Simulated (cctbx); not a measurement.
**Gd3Si2I5O6 with cctbx, script by script**

Library: cctbx 2025.11. The data are simulated by the first script.

## 1. Simulate the data

run.py:

```python
from cctbx import adptbx, crystal, miller, sgtbx, xray
from cctbx.array_family import flex
from iotbx.shelx import hklf
from scitbx import matrix
import scitbx.random

cs = crystal.symmetry(unit_cell=(11.858, 11.524, 12.93, 90, 103.02, 90), space_group_symbol='Hall: -C 2y')  # C2/m
atoms = [  # label, site, U (iso, or U11 U22 U33 U12 U13 U23 in A^2), occupancy
    ("Gd1", (0.8345, 0.25, 0.329), 0.0073, 1),
    ("Gd2", (0.75, 0.75, 0), 0.0063, 1),
    ("I1", (0.2799, 0.5, 0.3361), 0.0081, 1),
    ("I2", (0.1797, 0.5, 0.9972), 0.0069, 1),
    ("I3", (0.8976, 0.777, 0.5752), 0.0075, 1),
    ("I4", (0.8862, 0.5, 0.3594), 0.0065, 1),
    ("Si1", (0.0341, 0.8564, 0.1432), 0.0111, 1),
    ("O1", (0.8244, 0.7821, 0.8253), 0.0142, 1),
    ("O2", (0.5471, 0.5, 0.1897), 0.0111, 1),
    ("O3", (0.9092, 0.7902, 0.1692), 0.0128, 1),
    ("O4", (0, 0.1427, 0), 0.0126, 1),
]
xs = xray.structure(crystal_symmetry=cs)
for label, site, u, occ in atoms:
    u = adptbx.u_cif_as_u_star(cs.unit_cell(), u) if isinstance(u, tuple) else u
    xs.add_scatterer(xray.scatterer(label, site=site, u=u, occupancy=occ))
xs.set_inelastic_form_factors(0.71073, "sasaki")
xs.show_summary()
p1 = xs.expand_to_p1()
ms = miller.build_set(p1, anomalous_flag=True, d_min=0.84)
flex.set_random_seed(124031)
scitbx.random.set_random_seed(124031)
ms = ms.select(flex.random_double(ms.size()) < 0.95)
i = ms.structure_factors_from_scatterers(p1, algorithm="direct").f_calc().as_intensity_array().data()
i = i / flex.sqrt(1 + 0.3 * i / flex.max(i))  # extinction
i = i * 5000 / flex.max(i)
sig = flex.sqrt(i + flex.pow2(0.02 * i) + 2 ** 2)
noise = scitbx.random.variate(scitbx.random.normal_distribution())(i.size())
data = ms.array(data=i + sig * noise, sigmas=sig).set_observation_type_xray_intensity()
with open("data.hkl", "w") as f:
    data.export_as_shelx_hklf(f)
print("reflections written:", data.size(), " <I/sigma> = %.1f" % flex.mean(data.data() / data.sigmas()))
for h, a, b in list(data.sort("data"))[:12]:
    print("%4d%4d%4d %9.1f %7.1f" % (h + (a, b)))
```

```console
$ python run.py
```

```text
Number of scatterers: 11
At special positions: 6
Unit cell: (11.858, 11.524, 12.93, 90, 103.02, 90)
Space group: C 1 2/m 1 (No. 12)
reflections written: 11563  <I/sigma> = 4.4
   0  -4   0    5136.4   122.5
   0   4   0    4873.6   122.5
  -4   0   1    3433.1    84.9
   4   0  -1    3261.0    84.9
  -8  -2   2    3224.0    82.9
   8  -2  -2    3152.3    82.9
   8   2  -2    3086.2    82.9
  -8   2   2    3004.9    82.9
  -2   0   4    2948.0    81.6
   2   0  -4    2892.8    81.6
   0   4  -3    2735.8    74.4
   0   4   3    2733.9    74.4
```

It took 0.28 s on 1 thread of Arm Neoverse V2, with other jobs on the host, peak memory 0.07 GiB.

## 2. Symmetry

run.py:

```python
from cctbx import crystal, sgtbx, statistics
from cctbx.array_family import flex
from iotbx.shelx import hklf

p1 = crystal.symmetry(unit_cell=(11.858, 11.524, 12.93, 90, 103.02, 90), space_group_symbol="P 1")
raw = hklf.reader(file_name="data.hkl").as_miller_arrays(crystal_symmetry=p1, anomalous=True)[0]
print(raw.size(), "reflections to d = %.3f A" % raw.d_min())
isig = raw.data() / raw.sigmas()
print("centring   violations  <I/sigma> of those")
best = "P"
for c in "ABCIRF":
    a = raw.customized_copy(space_group_info=sgtbx.space_group_info("Hall: %s 1" % c)).sys_absent_flags().data()
    m = flex.mean(isig.select(a))
    print("%5s %10d of %5d %8.1f" % (c, (isig.select(a) > 4).count(True), a.count(True), m))
    if (isig.select(a) > 4).count(True) < 0.01 * a.count(True):
        best = c
raw = raw.select(~raw.customized_copy(space_group_info=sgtbx.space_group_info("Hall: %s 1" % best)).sys_absent_flags().data())
isig = raw.data() / raw.sigmas()
rows = []
for s in sgtbx.space_group_symbol_iterator():
    g = sgtbx.space_group(s)
    if g.conventional_centring_type_symbol() != best or not g.is_compatible_unit_cell(p1.unit_cell(), 1e-3, 0.02):
        continue
    rows.append((s, g))
print("Laue class    unique    Rint  (classes that these axes allow; Friedel mates merged)")
rint = {}
for s, g in rows:
    laue = g.build_derived_patterson_group()
    key = laue.type().hall_symbol()
    if key not in rint:
        m = raw.customized_copy(space_group_info=laue.info(), anomalous_flag=False).merge_equivalents()
        rint[key] = m.r_int()
        print("%-14s %6d %7.3f" % (laue.type().lookup_symbol(), m.array().size(), m.r_int()))
floor = min(rint.values())
good = [(s, g) for s, g in rows if rint[g.build_derived_patterson_group().type().hall_symbol()] < 2 * floor + 0.03]
top = max(g.build_derived_patterson_group().order_z() for s, g in good)
print("space group    extra absences  I>4sigma  <I/sigma>")
for s, g in good:
    laue = g.build_derived_patterson_group()
    if laue.order_z() != top:
        continue
    a = raw.customized_copy(space_group_info=g.info()).sys_absent_flags().data()
    a &= ~raw.customized_copy(space_group_info=laue.info()).sys_absent_flags().data()
    bad = (isig.select(a) > 4).count(True)
    if bad <= 0.03 * a.count(True):
        print("%-16s %8d %10d %9s  %s" % (s.universal_hermann_mauguin(), a.count(True), bad, "%.1f" % flex.mean(isig.select(a)) if a.count(True) else "-", "centric" if g.is_centric() else "acentric"))
laue = max(good, key=lambda t: t[1].build_derived_patterson_group().order_z())[1].build_derived_patterson_group()
f = raw.customized_copy(space_group_info=laue.info(), anomalous_flag=False).merge_equivalents().array().eliminate_sys_absent().f_sq_as_f()
f.set_observation_type_xray_amplitude()
bins = max(3, min(8, f.size() // 12))
f.setup_binner(n_bins=bins)
w = statistics.wilson_plot(f, {e: n / laue.order_z() for e, n in {'Gd': 12.0, 'I': 20.0, 'Si': 8.0, 'O': 24.0}.items()}, e_statistics=True)
print("Wilson B = %.2f A^2   <|E^2-1|> = %.3f (0.968 centric, 0.736 acentric)   E^2>4: %.1f %%" % (w.wilson_b, w.mean_e_sq_minus_1, w.percent_e_sq_gt_2))
print("shell (A)         n   <I/sigma>")
m = raw.customized_copy(space_group_info=laue.info(), anomalous_flag=False).merge_equivalents().array().eliminate_sys_absent()
for b in m.setup_binner(n_bins=bins).range_used():
    sel = m.binner().selection(b)
    print("%5.2f - %4.2f %6d %8.1f" % (min(m.binner().bin_d_range(b)[0] if m.binner().bin_d_range(b)[0] > 0 else 99, 99), m.binner().bin_d_range(b)[1], sel.count(True), flex.mean((m.data() / m.sigmas()).select(sel))))
```

```console
$ python run.py
```

```text
11563 reflections to d = 0.840 A
centring   violations  <I/sigma> of those
    A       2050 of  5806      4.4
    B       2050 of  5780      4.4
    C          0 of  5808      0.0
    I       1916 of  5745      4.3
    R       2624 of  7703      4.4
    F       2050 of  8697      2.9
Laue class    unique    Rint  (classes that these axes allow; Friedel mates merged)
C 1 2/m 1        1602   0.043
space group    extra absences  I>4sigma  <I/sigma>
C 1 2 1                 0          0         -  acentric
C 1 m 1                 0          0         -  acentric
C 1 2/m 1               0          0         -  centric
Wilson B = 0.57 A^2   <|E^2-1|> = 1.005 (0.968 centric, 0.736 acentric)   E^2>4: 5.0 %
shell (A)         n   <I/sigma>
12.60 - 1.68    208     20.9
 1.68 - 1.33    209     18.0
 1.33 - 1.17    195     17.0
 1.17 - 1.06    205     13.7
 1.06 - 0.98    200     14.6
 0.98 - 0.92    187     15.6
 0.92 - 0.88    202     12.5
 0.88 - 0.84    196     11.1
```

Time: 0.25 s.

## 3. Charge flipping

run.py:

```python
import itertools
from cctbx import crystal, maptbx
from cctbx.array_family import flex
from iotbx.shelx import hklf
from smtbx.ab_initio import charge_flipping as cf

cs = crystal.symmetry(unit_cell=(11.858, 11.524, 12.93, 90, 103.02, 90), space_group_symbol='Hall: -C 2y')  # C2/m
raw = hklf.reader(file_name="data.hkl").as_miller_arrays(crystal_symmetry=cs, anomalous=True)[0]
merged = raw.eliminate_sys_absent().merge_equivalents()
fo2 = merged.array().set_observation_type_xray_intensity()
f = fo2.average_bijvoet_mates().f_sq_as_f().resolution_filter(d_min=0.84)
p1 = f.expand_to_p1()
p1.setup_binner_counting_sorted(reflections_per_bin=max(40, p1.size() // 12))
work = p1.array(data=p1.data() / p1.amplitude_quasi_normalisations().data())
flex.set_random_seed(11096)
it = cf.weak_reflection_improved_iterator(delta=None, weak_reflection_fraction=0.2)
it.start(work, phases=flex.random_double(p1.size()) * 6.2832, f_000=0)
it.delta = 1.1 * it.rho_map.sigma()
print("cycle      R  skewness")
for n, st in enumerate(itertools.islice(it, 200)):
    if n % 16 == 0:
        print("%5d %6.3f %8.2f" % (n, st.r1_factor(), st.rho_map.skewness()))
rho = p1.phase_transfer(it.f_calc).fft_map().apply_volume_scaling()
polish = cf.low_density_elimination_iterator(constant_rho_c=rho.sigma())
polish.start(f_obs=p1, phases=it.f_calc, f_000=0)
for _ in range(8):
    next(polish)
print("origin shift          correlation  skewness")
maps = []
for fc, shift, cc in itertools.islice(cf.f_calc_symmetrisations(f, polish.f_calc, 0), 4):
    m = f.phase_transfer(fc).fft_map(symmetry_flags=maptbx.use_space_group_symmetry, resolution_factor=0.25).apply_sigma_scaling()
    maps.append((m.skewness(), cc, m))
    print("%6.3f %6.3f %6.3f %10.3f %9.2f" % (tuple(shift) + (cc, m.skewness())))
skew, cc, m = max((t for t in maps if t[1] > maps[0][1] - 0.04), key=lambda t: t[0])
print("taken: symmetry correlation %.3f, skewness %.2f" % (cc, skew))
peaks = m.peak_search(parameters=maptbx.peak_search_parameters(min_distance_sym_equiv=0.9, max_clusters=16)).all()
sps = cs.special_position_settings(min_distance_sym_equiv=0.5)
print("peak      x       y       z  mult  height/sigma")
for k, (x, h) in enumerate(zip(peaks.sites(), peaks.heights())):
    ss = sps.site_symmetry(x)
    print("Q%-3d %7.4f %7.4f %7.4f %4d %8.1f" % ((k + 1,) + tuple(t % 1 for t in ss.exact_site()) + (ss.multiplicity(), h)))
```

```console
$ python run.py
```

```text
cycle      R  skewness
    0  0.634     0.31
   16  0.539     2.39
   32  0.480     4.43
   48  0.490     4.37
   64  0.477     4.40
   80  0.484     4.29
   96  0.485     4.33
  112  0.479     4.39
  128  0.478     4.25
  144  0.481     4.32
  160  0.488     4.30
  176  0.486     4.19
  192  0.481     4.28
origin shift          correlation  skewness
 0.277  0.203  0.435      0.829      2.25
 0.029  0.203  0.436      0.823      2.58
 0.276  0.451  0.435      0.821      2.27
 0.319  0.201  0.099      0.819      2.95
taken: symmetry correlation 0.819, skewness 2.95
peak      x       y       z  mult  height/sigma
Q1    0.2078  0.0000  0.8364    4     17.0
Q2    0.2054  0.5000  0.8281    4     16.0
Q3    0.1369  0.0000  0.5728    4      9.3
Q4    0.2389  0.2596  0.1568    8      6.8
Q5    0.0459  0.0000  0.2570    4      6.7
Q6    0.1973  0.2461  0.5174    8      5.9
Q7    0.1263  0.5000  0.5070    4      5.8
Q8    0.1427  0.2666  0.8315    8      4.3
Q9    0.0236  0.5000  0.1593    4      4.2
Q10   0.1362  0.0578  0.6835    8      3.9
Q11   0.1775  0.0479  0.9324    8      3.5
Q12   0.2066  0.0394  0.4431    8      3.4
Q13   0.0485  0.4533  0.2695    8      3.3
Q14   0.2378  0.0000  0.9194    4      3.3
Q15   0.0000  0.4224  0.0000    4      3.3
Q16   0.0587  0.2158  0.1112    8      3.1
```

Time: 0.52 s.

## 4. Refinement (model from the peaks)

run.py:

```python
import math
from cctbx import adptbx, crystal, maptbx, sgtbx, xray
from cctbx.array_family import flex
from cctbx.xray import observations
from iotbx.shelx import hklf
from scitbx.lstbx import normal_eqns_solving
from smtbx import absolute_structure, utils
from smtbx.refinement import constraints, least_squares

cs = crystal.symmetry(unit_cell=(11.858, 11.524, 12.93, 90, 103.02, 90), space_group_symbol='Hall: -C 2y')  # C2/m
atoms = [  # label, site, U (iso, or U11 U22 U33 U12 U13 U23 in A^2), occupancy
    ("Gd1", (0.2078, 0, 0.8364), 0.0200, 1),
    ("Gd2", (0.2054, 0.5, 0.8281), 0.0200, 1),
    ("Gd3", (0.1369, 0, 0.5728), 0.0200, 1),
    ("I1", (0.2389, 0.2596, 0.1568), 0.0200, 1),
    ("I2", (0.0459, 0, 0.257), 0.0200, 1),
    ("I3", (0.1973, 0.2461, 0.5174), 0.0200, 1),
    ("O1", (0.1263, 0.5, 0.507), 0.0200, 1),
    ("O2", (0.1427, 0.2666, 0.8315), 0.0200, 1),
    ("O3", (0.0236, 0.5, 0.1593), 0.0200, 1),
    ("Si1", (0.1362, 0.0578, 0.6835), 0.0200, 1),
    ("O4", (0.1775, 0.0479, 0.9324), 0.0200, 1),
]
xs = xray.structure(crystal_symmetry=cs)
for label, site, u, occ in atoms:
    u = adptbx.u_cif_as_u_star(cs.unit_cell(), u) if isinstance(u, tuple) else u
    xs.add_scatterer(xray.scatterer(label, site=site, u=u, occupancy=occ))
xs.set_inelastic_form_factors(0.71073, "sasaki")
raw = hklf.reader(file_name="data.hkl").as_miller_arrays(crystal_symmetry=cs, anomalous=True)[0]
merged = raw.eliminate_sys_absent().merge_equivalents()
fo2 = merged.array().set_observation_type_xray_intensity()
print("Rint %.3f, %d unique reflections to %.2f A" % (merged.r_int(), fo2.size(), fo2.d_min()))
for sc in xs.scatterers():
    sc.flags.set_grad_site(True)
    sc.flags.set_grad_u_aniso(sc.flags.use_u_aniso())
    sc.flags.set_grad_u_iso(sc.flags.use_u_iso())
obs = fo2.as_xray_observations()
extra = {}
rep = constraints.reparametrisation(xs, [], utils.connectivity_table(xs), **extra)
ls = least_squares.crystallographic_ls(obs, rep, weighting_scheme=least_squares.mainstream_shelx_weighting(a=0, b=0))
print("cycle     R1     wR2    GooF  max shift (A)")
for cycle in range(6):
    ls.build_up()
    r1, wr2, goof = ls.r1_factor(cutoff_factor=2)[0], ls.wR2(), ls.goof()
    old = xs.sites_cart()
    normal_eqns_solving.levenberg_marquardt_iterations(ls, n_max_iterations=3, tau=0.0001, step_threshold=1e-7)
    big = flex.max((xs.sites_cart() - old).norms())
    print("%4d %7.4f %7.4f %7.3f %9.5f" % (cycle + 1, r1, wr2, goof, big))
    ls.build_up(objective_only=True)
    if abs(ls.wR2() - wr2) < 5e-5 and big < 5e-4:
        break
ls.build_up()
print("final R1 %.4f wR2 %.4f GooF %.3f  parameters %d  data/parameter %.1f" % (ls.r1_factor(cutoff_factor=2)[0], ls.wR2(), ls.goof(), ls.n_parameters, fo2.size() / ls.n_parameters))
cov = ls.covariance_matrix_and_annotations()
su = dict(zip(cov.annotations, (math.sqrt(max(v, 0)) for v in cov.matrix.matrix_packed_u_diagonal())))
a2 = cs.unit_cell().reciprocal_parameters()[0] ** -2
print("atom        x        y        z      Ueq    occ   su(xyz)  su(Uiso or U11)")
for sc in xs.scatterers():
    s = max(su.get(sc.label + k, 0) for k in (".x", ".y", ".z"))
    npd = "" if sc.is_positive_definite_u(cs.unit_cell()) else "  NPD"
    print("%-5s %8.5f %8.5f %8.5f %8.4f %6.3f %8.5f %7.4f%s" % ((sc.label,) + sc.site + (sc.u_iso_or_equiv(cs.unit_cell()), sc.occupancy, s, su.get(sc.label + ".uiso", su.get(sc.label + ".u11", 0) * a2), npd)))
fo = fo2.f_sq_as_f()
fc = fo.structure_factors_from_scatterers(xs, algorithm="direct").f_calc()
diff = fo.f_obs_minus_f_calc(1 / math.sqrt(ls.scale_factor()), fc).average_bijvoet_mates()
m = diff.fft_map(symmetry_flags=maptbx.use_space_group_symmetry, resolution_factor=0.25).apply_volume_scaling()
print("difference map: max %.2f min %.2f rms %.2f" % (m.statistics().max(), m.statistics().min(), m.statistics().sigma()))
peaks = m.peak_search(parameters=maptbx.peak_search_parameters(min_distance_sym_equiv=0.6, max_clusters=5)).all()
near = xs.closest_distances(peaks.sites(), distance_cutoff=4)
sps = cs.special_position_settings(min_distance_sym_equiv=0.5)
for k, (x, h) in enumerate(zip(peaks.sites(), peaks.heights())):
    ss = sps.site_symmetry(x)
    print("Q%-3d %7.4f %7.4f %7.4f %4d %7.2f  %.2f A from %s" % ((k + 1,) + tuple(t % 1 for t in ss.exact_site()) + (ss.multiplicity(), h, near.smallest_distances[k], xs.scatterers()[near.i_seqs[k]].label)))
```

```console
$ python run.py
```

```text
Rint 0.043, 1602 unique reflections to 0.84 A
cycle     R1     wR2    GooF  max shift (A)
   1  0.7254  0.9442  19.472   1.80935
   2  0.6277  0.8984  18.528   3.88214
   3  0.6208  0.8940  18.436   1.11546
   4  0.6448  0.9069  18.703   0.89775
   5  0.6251  0.8951  18.458   0.71091
   6  0.6574  0.9148  18.865   1.02187
final R1 0.6308 wR2 0.8994 GooF 18.548  parameters 38  data/parameter 42.2
atom        x        y        z      Ueq    occ   su(xyz)  su(Uiso or U11)
Gd1    0.20890  0.00000  0.83722   0.0001  1.000  0.00199  0.0057
Gd2    0.21078  0.50000  0.83618   0.0001  1.000  0.00202  0.0058
Gd3    0.14887  0.00000  0.58314   0.0033  1.000  0.00234  0.0056
I1     0.22748  0.27185  0.16871   0.0001  1.000  0.00203  0.0050
I2     0.05497  0.00000  0.26125   0.0001  1.000  0.00283  0.0066
I3     0.17055  0.23058  0.50088   0.0141  1.000  0.00257  0.0068
O1     0.05984  0.50000  0.70470   0.1802  1.000  0.15419  0.6139
O2     0.08243  0.38657  0.74505   0.0894  1.000  0.05885  0.1961
O3    -0.21376  0.50000  0.08423   0.1631  1.000  0.13282  0.5466
Si1    0.19334  0.06784  0.70925   0.0243  1.000  0.01234  0.0282
O4     0.18166  0.03418  1.03025   0.0240  1.000  0.02864  0.0813
difference map: max 315.98 min -70.29 rms 17.76
Q1    0.2115  0.0000  0.8346    4  333.22  0.05 A from Gd1
Q2    0.2118  0.5000  0.8326    4  316.10  0.05 A from Gd2
Q3    0.1499  0.0000  0.5866    4  202.94  0.04 A from Gd3
Q4    0.2290  0.2647  0.1654    8  187.40  0.10 A from I1
Q5    0.1186  0.5000  0.5000    4  174.81  2.88 A from O1
```

Time: 0.6 s.

Figures of merit this high mean that the model is still wrong or incomplete.

## 5. Charge flipping

run.py, as its changes from the last script of this kind:

```diff
@@ -13,3 +13,2 @@
-p1.setup_binner_counting_sorted(reflections_per_bin=max(40, p1.size() // 12))
-work = p1.array(data=p1.data() / p1.amplitude_quasi_normalisations().data())
-flex.set_random_seed(11096)
+work = p1
+flex.set_random_seed(11097)
@@ -20,2 +19,2 @@
-for n, st in enumerate(itertools.islice(it, 200)):
-    if n % 16 == 0:
+for n, st in enumerate(itertools.islice(it, 400)):
+    if n % 33 == 0:
```

```console
$ python run.py
```

```text
cycle      R  skewness
    0  0.616     0.38
   33  0.468     4.78
   66  0.308     5.32
   99  0.310     5.22
  132  0.306     5.22
  165  0.292     5.07
  198  0.299     5.14
  231  0.304     5.11
  264  0.302     5.14
  297  0.298     5.11
  330  0.304     5.14
  363  0.296     5.12
  396  0.303     5.08
origin shift          correlation  skewness
 0.371  0.263  0.308      0.773      0.80
 0.371  0.014  0.308      0.768      0.78
 0.485  0.263  0.153      0.775      0.83
 0.484  0.033  0.152      0.769      0.82
taken: symmetry correlation 0.775, skewness 0.83
peak      x       y       z  mult  height/sigma
Q1    0.0818  0.5000  0.8493    4      7.9
Q2    0.2530  0.0000  0.5142    4      7.2
Q3    0.0936  0.0000  0.8441    4      5.1
Q4    0.0482  0.4026  0.1424    8      5.0
Q5    0.1508  0.1588  0.5281    8      4.6
Q6    0.1185  0.3928  0.4705    8      4.4
Q7    0.1070  0.5000  0.3718    4      4.4
Q8    0.0862  0.1706  0.1693    8      4.4
Q9    0.1034  0.0869  0.4856    8      4.3
Q10   0.0286  0.3368  0.8678    8      4.2
Q11   0.1995  0.5000  0.8705    4      4.2
Q12   0.0305  0.0000  0.2669    4      4.1
Q13   0.2210  0.1558  0.8537    8      4.0
Q14   0.9930  0.3121  0.3516    8      3.9
Q15   0.2312  0.4064  0.5185    8      3.8
Q16   0.1473  0.3305  0.5280    8      3.8
```

Time: 0.68 s.

[Logs are printed without paths, hosts, clocks, repeated set-up lines and the standing remarks that a program may print on its own settings, such as how far it seeks lower states.]
